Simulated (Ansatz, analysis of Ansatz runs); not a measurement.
## ScOF (P2_1/c): a line between two Sc sites for an added electron

Aim: the energy barrier that a trapped electron meets when it moves from one Sc atom to another one nearby in ScOF (P2_1/c). The model is a cell of 96 host atoms.

Main program and level: Ansatz 0.2.0; plane-wave PAW DFT, PBEsol+U; relaxation of all atoms of a supercell at fixed charge in a uniform background; PAW set soft_1.

## Step 1: Starting point

The cell holds 96 atoms: 32 Sc, 32 O and 32 F. Cell: a = 10.308 Å, b = 11.473 Å, c = 10.428 Å, α = 94.5°, β = 100.0°, γ = 63.3°. It derives from ScOF (space group P2_1/c). Nearest the centre at fractional (0.555, 0.389, 0.375): O63 at 1.31 Å, O81 at 1.35 Å, Sc55 at 1.61 Å, Sc53 at 1.61 Å, F20 at 2.42 Å, O12 at 2.75 Å, O14 at 2.76 Å, F68 at 2.84 Å.

Hubbard terms: Sc d 4.5 eV. They were chosen, not fitted, to curb self-interaction in the shells named, the trial site's among them. The two sites are Sc55 and Sc53. The cell's shortest repeat is 10.3 Å.

## Step 2: The cell without the carrier

The neutral cell is relaxed first, from small random displacements, so that bond lengths and moments with the carrier can be set beside those of a relaxed cell without it.

Input file neutral.relax/input.yaml:

```yaml
crystal:
  lattice:
    - [10.30826231, 0.0, -0.01094599]
    - [5.15413116, 10.25004701, -0.00547299]
    - [-1.79841148, 0.0, 10.27151708]
  atoms:
    - { symbol: Sc, position: [0.227867, 0.235996, 0.144024] }
    - { symbol: Sc, position: [0.477867, 0.735996, 0.144024] }
[... 1 atom line left out ...]
    - { symbol: Sc, position: [0.411137, 0.485996, 0.105976] }
    - { symbol: Sc, position: [0.022133, 0.264004, 0.355976] }
    - { symbol: Sc, position: [0.272133, 0.764004, 0.355976] }
    - { symbol: Sc, position: [0.088863, 0.514004, 0.394024] }
[... 4 atom lines left out ...]
    - { symbol: O, position: [0.416598, 0.623099, 0.244039] }
[... 1 atom line left out ...]
    - { symbol: O, position: [0.414697, 0.626901, 0.494039] }
    - { symbol: O, position: [0.083402, 0.376901, 0.255961] }
[... 1 atom line left out ...]
    - { symbol: F, position: [0.139579, 0.663593, 0.329481] }
    - { symbol: F, position: [0.389579, 0.163593, 0.329481] }
[... 1 atom line left out ...]
    - { symbol: F, position: [0.321828, 0.413593, 0.420519] }
[... 1 atom line left out ...]
    - { symbol: F, position: [0.360421, 0.336407, 0.170519] }
    - { symbol: F, position: [0.178172, 0.586407, 0.079481] }
    - { symbol: F, position: [0.428172, 0.086407, 0.079481] }
[... 1 atom line left out ...]
    - { symbol: Sc, position: [0.477867, 0.735996, 0.644024] }
[... 1 atom line left out ...]
    - { symbol: Sc, position: [0.411137, 0.485996, 0.605976] }
[... 7 atom lines left out ...]
    - { symbol: O, position: [0.416598, 0.623099, 0.744039] }
[... 1 atom line left out ...]
    - { symbol: O, position: [0.414697, 0.626901, 0.994039] }
[... 5 atom lines left out ...]
    - { symbol: F, position: [0.321828, 0.413593, 0.920519] }
[... 1 atom line left out ...]
    - { symbol: F, position: [0.360421, 0.336407, 0.670519] }
    - { symbol: F, position: [0.178172, 0.586407, 0.579481] }
    - { symbol: F, position: [0.428172, 0.086407, 0.579481] }
    - { symbol: Sc, position: [0.727867, 0.235996, 0.144024] }
[... 3 atom lines left out ...]
    - { symbol: Sc, position: [0.522133, 0.264004, 0.355976] }
[... 1 atom line left out ...]
    - { symbol: Sc, position: [0.588863, 0.514004, 0.394024] }
    - { symbol: Sc, position: [0.838863, 0.014004, 0.394024] }
    - { symbol: O, position: [0.585303, 0.373099, 0.005961] }
[... 1 atom line left out ...]
    - { symbol: O, position: [0.666598, 0.123099, 0.244039] }
[... 1 atom line left out ...]
    - { symbol: O, position: [0.664697, 0.126901, 0.494039] }
[... 1 atom line left out ...]
    - { symbol: O, position: [0.583402, 0.376901, 0.255961] }
[... 1 atom line left out ...]
    - { symbol: F, position: [0.639579, 0.663593, 0.329481] }
    - { symbol: F, position: [0.889579, 0.163593, 0.329481] }
[... 1 atom line left out ...]
    - { symbol: F, position: [0.821828, 0.413593, 0.420519] }
[... 1 atom line left out ...]
    - { symbol: F, position: [0.860421, 0.336407, 0.170519] }
    - { symbol: F, position: [0.678172, 0.586407, 0.079481] }
[... 1 atom line left out ...]
    - { symbol: Sc, position: [0.727867, 0.235996, 0.644024] }
[... 2 atom lines left out ...]
    - { symbol: Sc, position: [0.911137, 0.485996, 0.605976] }
[... 4 atom lines left out ...]
    - { symbol: O, position: [0.585303, 0.373099, 0.505961] }
[... 1 atom line left out ...]
    - { symbol: O, position: [0.666598, 0.123099, 0.744039] }
[... 1 atom line left out ...]
    - { symbol: O, position: [0.664697, 0.126901, 0.994039] }
[... 1 atom line left out ...]
    - { symbol: O, position: [0.583402, 0.376901, 0.755961] }
[... 6 atom lines left out ...]
    - { symbol: F, position: [0.860421, 0.336407, 0.670519] }
    - { symbol: F, position: [0.678172, 0.586407, 0.579481] }
    - { symbol: F, position: [0.928172, 0.086407, 0.579481] }
basis:
  ecutwfc: 420
  xc_grid: 2
hamiltonian:
  xc: pbesol
  hubbard:
    sites: [{ species: Sc, l: d, u_eff: 4.5 }]
    projectors: ortho-atomic
  pseudopotentials: { kind: paw, azcp: { folder: soft_1 }, xc_functional: pbe }
kpoints:
  mp_grid: { grid: [1, 1, 1] }
scf:
  occupations: { method: fermi_dirac, width: 0.01 }
  max_iter: 120
  lower_state_search: "off"
output:
  forces: true
relax:
  f_tol: 0.02
  max_steps: 70
  random_displacement: { amplitude: 0.04, seed: 9671 }
checkpoint:
  write: "../neutral.relax.run"
  compress: false
  write_wavefunctions: true
  write_every: 100000
```

The run is started by

```console
$ ansatz run input.yaml --threads 32 --pin off --max-ram 84787MiB --backend cuda --events-out ev --progress --plain --runs-dir out --max-vram 78GiB
```

Numbers of over 12 decimals in the logs are rounded to 6 here.

What it wrote:

```text
[... repeated set-up lines and file paths are left out, and long positions are rounded to six places ...]
Engine: ansatz 0.2.0, aarch64-unknown-linux-gnu
Pseudopotentials: kind: paw
Pseudopotential: Sc, paw, valence charge 11, recommended cutoff 420 eV (normal), soft_1/Sc.paw.azcp
Pseudopotential: O, paw, valence charge 6, recommended cutoff 420 eV (normal), soft_1/O.paw.azcp
Pseudopotential: F, paw, valence charge 7, recommended cutoff 420 eV (normal), soft_1/F.paw.azcp
Functional definition: PBEsol
  exchange = pbesol_x
  correlation = pbesol_c
[...]
Crystal: 96 atoms, lattice volume = 1085.088 Å³
Basis set: ecut = 420 eV, 21217 PW (Γ), exchange–correlation on 144×160×144 points (8 copies of the dense FFT grid, shifted against one another)
Bands: 480, of which v1, the nominal top of the filled ones, is band 384 counted from 1 (383 counted from 0)
Symmetry: 1 space group operations
k-points: 1
Non-local potential: Sc, projectors of the file, l = 0: 3, l = 1: 2, l = 2: 3, l = 3: 1
Non-local potential: O, projectors of the file, l = 0: 2, l = 1: 2, l = 2: 1
Non-local potential: F, projectors of the file, l = 0: 2, l = 1: 2, l = 2: 1
PAW form: soft (Blöchl's): semilocal exchange-correlation on the pseudo side does not see the compensation charge
PAW frozen core: Sc, regenerated for the run's functional, and the local potential with it (the file was generated under x = pbe(κ = 0.804, μ = 0.219515), c = pbe(β = 0.066725))
PAW frozen core: O, regenerated for the run's functional, and the local potential with it (the file was generated under x = pbe(κ = 0.804, μ = 0.219515), c = pbe(β = 0.066725))
[...]
NSCF: frozen V_eff on 1 k-points
[...]
SCF converged after 4 iterations
Free energy (F): -111234.155180 eV
Harris-Foulkes:  -111234.155180 eV  (|F-HF|=3.95e-8)
Internal energy: -111234.155180 eV  (E = F + TS)
E sigma→0 (E₀):  -111234.155180 eV
Fermi energy:    10.632980 eV
--- Per-component energies (eV) ---
  E_band       = -5661.544762
  E_kinetic    = 18413.811540
  E_local      = -52316.626660  (includes V_loc(G=0)·N_el)
  E_nonlocal   = 8943.698362
  E_hartree    = 18926.733847
  E_xc         = -7490.184600
  E_vxc        = -9501.532241  (∫ρ·V_xc dr)
  E_hubbard    = 81.245511  (on-site DFT+U / exact-exchange correction)
  E_vhub       = 67.481831  (the Hubbard potential's part of the band-sum identity)
  E_paw        = -42245.601461  (= ΣΔE_a)
  E_vpaw       = -9121.904931  (= ΣTr[D̂ρ^β])
  E_aug_tail   = 0.048513  (compensation charges beyond the density's cutoff)
  E_ewald      = -55553.896418
  E_core_change = 6.616185  (= ΣΔE_core)
  E_smearing   = -0.000000  (= −TS)
  E_closure    = 0.000000  (closes the sum)
  Σ components = -111234.155180   (vs F -111234.155180, Δ=0.00e0)
--- Forces (eV/Å), atoms counted from 1 ---
  atom   1  Sc     0.00022907     0.00620478    -0.00138622
  atom   2  Sc     0.00547545    -0.00029735     0.00115586
  [... 4 atoms left out ...]
  [... 90 more lines of this table ...]
  max |Σ_I F_I| component: 3.58e-5 eV/Å
--- Band table (eV) ---
  k-point 0: bands = ["-40.2574", "-40.2373", "-40.2370", "-40.2292", "-40.2289", "-40.2285", "-40.2281", "-40.2141", "-40.2138", [... rest cut ...]
Occupation matrices written to <dir>
--- Relaxed structure (4 steps of the walk, 4 accepted, 0 SCFs on fresh bases) ---
  F+E_penalty+E_count = -111234.15517956 eV   max|allowed force component| = 1.108e-2 eV/Å
  atoms:
    - { symbol: Sc, position: [0.228223, 0.236354, 0.143837] }
    - { symbol: Sc, position: [0.478231, 0.736346, 0.143858] }
    [... 4 atoms left out ...]
  [... 90 more lines of this table ...]
```

Elapsed: 3.7 s, on 1 × NVIDIA GB200 with 32 threads of Arm Neoverse V2, shared host; peak memory 1.4 GiB; 18 s of CPU time.

The largest displacement from an ideal site is 0.012 Å.

## Step 3: The electron on the first site

The nearest neighbour or neighbours of the site start displaced and the site's starting moment is changed by the carrier's spin, since a carrier doesn't trap itself in the undistorted lattice.

Input file A.relax/input.yaml:

```yaml
crystal:
  lattice:
    - [10.30826231, 0.0, -0.01094599]
    - [5.15413116, 10.25004701, -0.00547299]
    - [-1.79841148, 0.0, 10.27151708]
  atoms:
    - { symbol: Sc, position: [0.228223, 0.236354, 0.143837] }
    - { symbol: Sc, position: [0.478231, 0.736346, 0.143858] }
[... 1 atom line left out ...]
    - { symbol: Sc, position: [0.410013, 0.486454, 0.105804] }
    - { symbol: Sc, position: [0.021022, 0.26444, 0.355722] }
    - { symbol: Sc, position: [0.270956, 0.764511, 0.355749] }
    - { symbol: Sc, position: [0.089154, 0.514441, 0.393989] }
[... 4 atom lines left out ...]
    - { symbol: O, position: [0.399148, 0.63384, 0.230055] }
[... 1 atom line left out ...]
    - { symbol: O, position: [0.396653, 0.638079, 0.50377] }
    - { symbol: O, position: [0.083929, 0.377273, 0.255504] }
[... 1 atom line left out ...]
    - { symbol: F, position: [0.138929, 0.663651, 0.329422] }
    - { symbol: F, position: [0.388909, 0.163594, 0.329637] }
[... 1 atom line left out ...]
    - { symbol: F, position: [0.322105, 0.413329, 0.420543] }
[... 1 atom line left out ...]
    - { symbol: F, position: [0.359961, 0.337498, 0.170514] }
    - { symbol: F, position: [0.177095, 0.587417, 0.079209] }
    - { symbol: F, position: [0.427125, 0.08712, 0.079693] }
[... 1 atom line left out ...]
    - { symbol: Sc, position: [0.47821, 0.736348, 0.643807] }
[... 1 atom line left out ...]
    - { symbol: Sc, position: [0.410097, 0.486367, 0.605804] }
[... 7 atom lines left out ...]
    - { symbol: O, position: [0.415528, 0.62342, 0.744206] }
[... 1 atom line left out ...]
    - { symbol: O, position: [0.413645, 0.627221, 0.994216] }
[... 5 atom lines left out ...]
    - { symbol: F, position: [0.322073, 0.413618, 0.920387] }
[... 1 atom line left out ...]
    - { symbol: F, position: [0.360214, 0.337359, 0.670587] }
    - { symbol: F, position: [0.177121, 0.587231, 0.579145] }
    - { symbol: F, position: [0.427207, 0.0872, 0.579782] }
    - { symbol: Sc, position: [0.728186, 0.236358, 0.143924] }
[... 3 atom lines left out ...]
    - { symbol: Sc, position: [0.520956, 0.264434, 0.355886] }
[... 1 atom line left out ...]
    - { symbol: Sc, position: [0.589077, 0.514373, 0.39383], spin: 1.0 }
    - { symbol: Sc, position: [0.839113, 0.014459, 0.39382] }
    - { symbol: O, position: [0.585731, 0.373502, 0.005489] }
[... 1 atom line left out ...]
    - { symbol: O, position: [0.665242, 0.123526, 0.244305] }
[... 1 atom line left out ...]
    - { symbol: O, position: [0.663515, 0.127245, 0.494331] }
[... 1 atom line left out ...]
    - { symbol: O, position: [0.583157, 0.363994, 0.241989] }
[... 1 atom line left out ...]
    - { symbol: F, position: [0.643396, 0.677456, 0.323674] }
    - { symbol: F, position: [0.88872, 0.163799, 0.329167] }
[... 1 atom line left out ...]
    - { symbol: F, position: [0.843957, 0.404223, 0.422624] }
[... 1 atom line left out ...]
    - { symbol: F, position: [0.860471, 0.337105, 0.170097] }
    - { symbol: F, position: [0.677289, 0.586923, 0.079654] }
[... 1 atom line left out ...]
    - { symbol: Sc, position: [0.728234, 0.236259, 0.64391] }
[... 2 atom lines left out ...]
    - { symbol: Sc, position: [0.910018, 0.486332, 0.605817] }
[... 4 atom lines left out ...]
    - { symbol: O, position: [0.585315, 0.360051, 0.516271] }
[... 1 atom line left out ...]
    - { symbol: O, position: [0.665374, 0.123381, 0.744357] }
[... 1 atom line left out ...]
    - { symbol: O, position: [0.663586, 0.12723, 0.994346] }
[... 1 atom line left out ...]
    - { symbol: O, position: [0.583994, 0.377117, 0.755465] }
[... 6 atom lines left out ...]
    - { symbol: F, position: [0.860724, 0.336681, 0.669971] }
    - { symbol: F, position: [0.684924, 0.59348, 0.596104] }
    - { symbol: F, position: [0.92717, 0.087085, 0.579099] }
total_charge: -1
basis:
  ecutwfc: 420
  xc_grid: 2
hamiltonian:
  xc: pbesol
  hubbard:
    sites: [{ species: Sc, l: d, u_eff: 4.5 }]
    projectors: ortho-atomic
  pseudopotentials: { kind: paw, azcp: { folder: soft_1 }, xc_functional: pbe }
kpoints:
  mp_grid: { grid: [1, 1, 1] }
magnetization:
  spin_polarized: true
  initial_magnetization: 1
  spin_locking: { lock_magnetization: hard }
scf:
  occupations: { method: fermi_dirac, width: 0.01 }
  max_iter: 120
  lower_state_search: "off"
output:
  forces: true
relax:
  f_tol: 0.015
  max_steps: 70
  escape_saddle: false
checkpoint:
  write: "../A.relax.run"
  compress: false
  write_wavefunctions: true
  write_every: 100000
```

What it wrote:

```text
[...]
Crystal: 96 atoms, lattice volume = 1085.088 Å³
Basis set: ecut = 420 eV, 21217 PW (Γ), exchange–correlation on 144×160×144 points (8 copies of the dense FFT grid, shifted against one another)
Bands: 481, of which v1, the nominal top of the filled ones, is band 385 counted from 1 (384 counted from 0)
Symmetry: 1 space group operations
[...]
k-points: 1
[...]
Starting moments: Σ|m| = 1 μB on 1 of 96 sites
[...]
SCF iter   1: F=—  HF=-111356.544570 eV  |Δ(HF+E_count)|=         —  Δρ=1.16e-1 (↑1.16e-1 ↓1.10e-1)  dr2=7.12e2  dr2_m=6.80e-1  M=1.000 μB ∫|m|=3.239 μB  Hψ=3478
[...]
spin=Collinear: Resta preconditioning applied to the charge; magnetization (m = ρ↑ − ρ↓) channel mixes plain (no charge-response kernel on spin).
SCF iter   2: F=—  HF=-111249.594930 eV  |Δ(HF+E_count)|=    1.07e2  Δρ=2.94e-2 (↑2.94e-2 ↓2.89e-2)  dr2=9.65e1  dr2_m=3.60e-1  M=1.000 μB ∫|m|=1.199 μB  Hψ=2085
[...]
SCF iter  15: F=-111220.382000 eV  HF=-111220.381999 eV  |Δ(HF+E_count)|=   1.28e-6  Δρ=6.54e-6 (↑6.54e-6 ↓4.14e-6)  dr2=6.42e-7  dr2_m=6.53e-8  M=1.000 μB ∫|m|=1.080 μB  Hψ=2462
SCF 1 converged in 15 iterations: F = -111220.382000 eV  dr2 = 6.42e-7
[...]
relax step   1: F+E_penalty+E_count = -111220.38199958 eV  Δ(F+E_penalty+E_count) = +0.000e0 eV  max|allowed force component| = 1.949e0 eV/Å  Δτ_max = 0.0000 Å  (15 SCF iters, dr2 threshold 5.63e-6 eV, accepted)
[...]
relax step   2: F+E_penalty+E_count = -111221.20062085 eV  Δ(F+E_penalty+E_count) = -8.186e-1 eV  max|allowed force component| = 5.930e-1 eV/Å  Δτ_max = 0.1463 Å  (7 SCF iters, dr2 threshold 1.00e-4 eV, accepted)
relax step   3: F+E_penalty+E_count = -111221.28450664 eV  Δ(F+E_penalty+E_count) = -8.389e-2 eV  max|allowed force component| = 2.453e-1 eV/Å  Δτ_max = 0.0319 Å  (6 SCF iters, dr2 threshold 2.20e-5 eV, accepted)
relax step   4: F+E_penalty+E_count = -111220.47522150 eV  Δ(F+E_penalty+E_count) = +8.093e-1 eV  max|allowed force component| = 1.348e0 eV/Å  Δτ_max = 0.2000 Å  (13 SCF iters, dr2 threshold 5.57e-6 eV, rejected (line search))
relax step   5: F+E_penalty+E_count = -111221.30767219 eV  Δ(F+E_penalty+E_count) = -2.317e-2 eV  max|allowed force component| = 3.076e-2 eV/Å  Δτ_max = 0.0296 Å  (15 SCF iters, accepted)
[...]
SCF iter   3: F=—  HF=-111221.303271 eV  |Δ(HF+E_count)|=   5.99e-5  Δρ=2.24e-5 (↑2.24e-5 ↓1.84e-5)  dr2=1.52e-5  dr2_m=4.90e-7  M=1.000 μB ∫|m|=1.088 μB  Hψ=1508
[...]
SCF iter   5: F=—  HF=-111221.308318 eV  |Δ(HF+E_count)|=   7.40e-7  Δρ=4.39e-6 (↑4.39e-6 ↓2.34e-6)  dr2=3.33e-7  dr2_m=3.90e-8  M=1.000 μB ∫|m|=1.088 μB  Hψ=1562
[...]
SCF iter  12: F=-111221.308320 eV  HF=-111221.308320 eV  |Δ(HF+E_count)|=   3.84e-8  Δρ=5.65e-7 (↑5.65e-7 ↓2.02e-7)  dr2=2.98e-9  dr2_m=6.99e-10  M=1.000 μB ∫|m|=1.088 μB  Hψ=2626
SCF 6 converged in 12 iterations: F = -111221.308320 eV  dr2 = 2.98e-9
relax step   6: F+E_penalty+E_count = -111221.30831956 eV  Δ(F+E_penalty+E_count) = -6.474e-4 eV  max|allowed force component| = 1.188e-2 eV/Å  Δτ_max = 0.0032 Å  (12 SCF iters, accepted)
[...]
NSCF: frozen V_eff on 1 k-points
[...]
SCF converged after 12 iterations
Stability checked in part: among states of this total moment the steps that led to this state did not find it unstable. No probe was made; neither looks for a lower state of another moment (fixed_total_moment; see scf.lower_state_search)
Magnetization: 1.0000 μB (385.0000 up, 384.0000 down)
Absolute magnetization: 1.0849 μB (∫|ρ↑−ρ↓|, with the PAW one-centre terms)
[...]
Per-site moments (μB) at R_I (Å): [(4.4892756494235374e-5, 0.851070), (0.000503809, 0.855641), (0.00048263, 0.851655), [... 6 left out ...]
Free energy (F): -111221.308320 eV
[...]
Internal energy: -111221.308320 eV  (E = F + TS)
E sigma→0 (E₀):  -111221.308320 eV
Fermi energy:    12.612523 (↑ 12.615567, ↓ 10.684008) eV
[...]
--- Forces (eV/Å), atoms counted from 1 ---
  atom   1  Sc    -0.00689715     0.00109376     0.00499412
  atom   2  Sc    -0.00000241     0.00053288    -0.00230433
  [... 1 atom left out ...]
  atom   4  Sc    -0.00462962    -0.01187939    -0.00636513
  [... 2 atoms left out ...]
  [... 90 more lines of this table ...]
  max |Σ_I F_I| component: 3.71e-5 eV/Å
--- Band table (eV) ---
[...]
Occupation matrices written to <dir>
--- Relaxed structure (6 steps of the walk, 5 accepted, 0 SCFs on fresh bases) ---
  F+E_penalty+E_count = -111221.30831956 eV   max|allowed force component| = 1.188e-2 eV/Å
  atoms:
    - { symbol: Sc, position: [0.227305, 0.236382, 0.143966] }
    - { symbol: Sc, position: [0.478271, 0.735188, 0.145215] }
    [... 1 atom left out ...]
    - { symbol: Sc, position: [0.410705, 0.486080, 0.107290] }
    [... 2 atoms left out ...]
  [... 90 more lines of this table ...]
```

The job ended after 8.1 s (1 × NVIDIA GB200 with 32 threads; peak memory 1.8 GiB; 38 s of CPU time).

Relaxation path:

```tsv
step	energy less that of the first step (eV)	largest force component (eV/Å)
1	0.0000	1.9492
2	-0.8186	0.5930
3	-0.9025	0.2453
4	-0.0932	1.3481
5	-0.9257	0.0308
6	-0.9263	0.0119
```

Relaxation step 4 was tried and not accepted.

The atoms that moved most (Å):

```tsv
atom	dx	dy	dz	length
F95	-0.063	-0.040	-0.120	0.141
O63	-0.005	0.098	0.098	0.138
F68	-0.112	0.080	0.013	0.138
O81	0.029	0.077	-0.089	0.121
O12	0.022	-0.063	0.092	0.114
F65	-0.079	-0.068	0.002	0.104
O14	0.021	-0.056	-0.032	0.068
Sc55	0.030	0.042	0.019	0.055
```

The moves above count from the input, in which the site's nearest neighbours were already displaced; the distances below compare with the cell without the carrier.

Distances from Sc55 without and with the electron:

```tsv
atom	without (Å)	with (Å)
O63	2.06	2.18
O81	2.08	2.20
O14	2.10	2.22
F68	2.12	2.18
O12	2.13	2.23
F65	2.18	2.24
F95	2.26	2.27
```

The largest changes of the moments are 0.53 μB on Sc55, 0.02 μB on Sc6 and 0.01 μB on Sc28. The largest part sits on the chosen site.

(Continued in part 2 of 2.)

[Logs are printed without paths, hosts, clocks, repeated set-up lines and the standing remarks that a program may print on its own settings, such as how far it seeks lower states.]

[Hosts, paths, dates, database ids (printed as entryN), source tags and the programs' standing remarks are cut or masked in the printed files.]
